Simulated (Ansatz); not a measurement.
# Mo(221) slab (24 atoms): surface energy

What is the surface energy of this cell, counted against the bulk crystal, and how far does it hang on functional and mesh?

Calculated with Ansatz 0.2.0: Kohn-Sham DFT, PBE, PAW (set soft_2), plane waves; cutoff 420 eV, fermi-dirac smearing of 0.1 eV. Cutoffs: 420 eV for PBE and PBEsol; 500 eV for r2SCAN.

**The cells**

The cell holds 24 atoms: 24 Mo. Its edges and angles: a = 7.066 Å, b = 7.066 Å, c = 27.113 Å, α = 90.0°, β = 90.0°, γ = 36.9°. It derives from Mo. The starting structure: Slab of Mo cut on (2 2 1), 12.1 Å thick, 1 x 1 surface cells, both faces free, 15 Å of vacuum; not relaxed. Lattice constants are starting values near those of PBE. Vacuum lies along c.

The bulk reference is Mo2 in a cell of 2 atoms, 15.777 Å³ an atom.

The input of the single point on the relaxed cell:

```yaml
crystal:
  lattice:
    - [7.06597, 0.0, 0.0]
    - [5.65278, 4.23958, 0.0]
    - [0.0, 0.0, 27.11333]
  atoms:
    - { symbol: Mo, position: [0.16177, 0.16177, 0.28491] }
    - { symbol: Mo, position: [0.55568, 0.55568, 0.30155] }
    - { symbol: Mo, position: [0.94223, 0.94223, 0.31958] }
    - { symbol: Mo, position: [0.33194, 0.33194, 0.33536] }
    [... 18 atom lines left out ...]
    - { symbol: Mo, position: [0.7221, 0.7221, 0.69845] }
    - { symbol: Mo, position: [0.116, 0.116, 0.71509] }
kpoints:
  mp_grid: { grid: [8, 8, 1] }
hamiltonian:
  xc: pbe
scf:
  occupations: { method: fermi_dirac, width: 0.1 }
output:
  forces: true
  populations: true
  dos:
    method: { smearing: { sigma: 0.08 } }
    de: 0.1
    projected: { site_lists: { Mo: [Mo] } }
  eigenvalues: true
  write_density: true
  write_potential: true
  volumetric_format: npy
```

| cell | formula | k-mesh | relaxation steps | gain on relaxing (eV) | free energy, PBE (eV) | time of its runs on this page |
| --- | --- | --- | --- | --- | --- | --- |
| Mo(221) slab | Mo24 | 8×8×1 (relaxed on 6×6×1) | 5 | 0.86 | -118933.346 | 28 s |
| bulk Mo | Mo2 | 17×17×17 | - | - | -9912.065 | 15 s |

**Surface energy**

The excess is the cell's free energy less 12 times that of the bulk cell. It is divided by twice the area, as the cell holds two faces, so the value is their mean, and they need not be alike (29.96 Å²), with 1 eV/Å² = 16.022 J/m².

| level | k-mesh | excess (eV) | surface energy (J/m²) | per area (meV/Å²) |
| --- | --- | --- | --- | --- |
| PBE | 8×8×1 | 11.436 | 3.058 | 190.9 |
| PBE, denser mesh | 11×11×1 | 11.437 | 3.058 | 190.9 |
| r2SCAN | 8×8×1 | 12.265 | 3.280 | 204.7 |
| PBEsol | 8×8×1 | 12.666 | 3.387 | 211.4 |

Worked for the first row at PBE: (-118933.346) − 12 × (-9912.065) = 11.436 eV (from unrounded energies).

Then 11.436 / (2 × 29.96) × 16.022 = 3.058 J/m².

**Findings**

At PBE the surface energy is 3.06 J/m². At the same geometries the levels give 3.06 (PBE) to 3.39 J/m² (PBEsol) and the denser mesh leaves it within 0.01 J/m². Relaxing the atoms lowered it by 0.230 J/m² from the start (on the 6×6×1 mesh of the relaxation), and the farthest atom moved 0.23 Å.

Limits: The cell edges were held, so the lattice is the typed one for every functional. Cell and bulk are sampled on unlike meshes, and the error grows with the number of atoms subtracted. These are free energies under a smearing of 0.1 eV, whose entropy term isn't removed. In some runs the program notes that positions were snapped to a detected symmetry and the exchange-correlation potential is rough where the density is thin.

[Logs are printed without paths, hosts, clocks, repeated set-up lines and the standing remarks that a program may print on its own settings, such as how far it seeks lower states.]

[Hosts, paths, dates, database ids (printed as entryN), source tags and the programs' standing remarks are cut or masked in the printed files.]
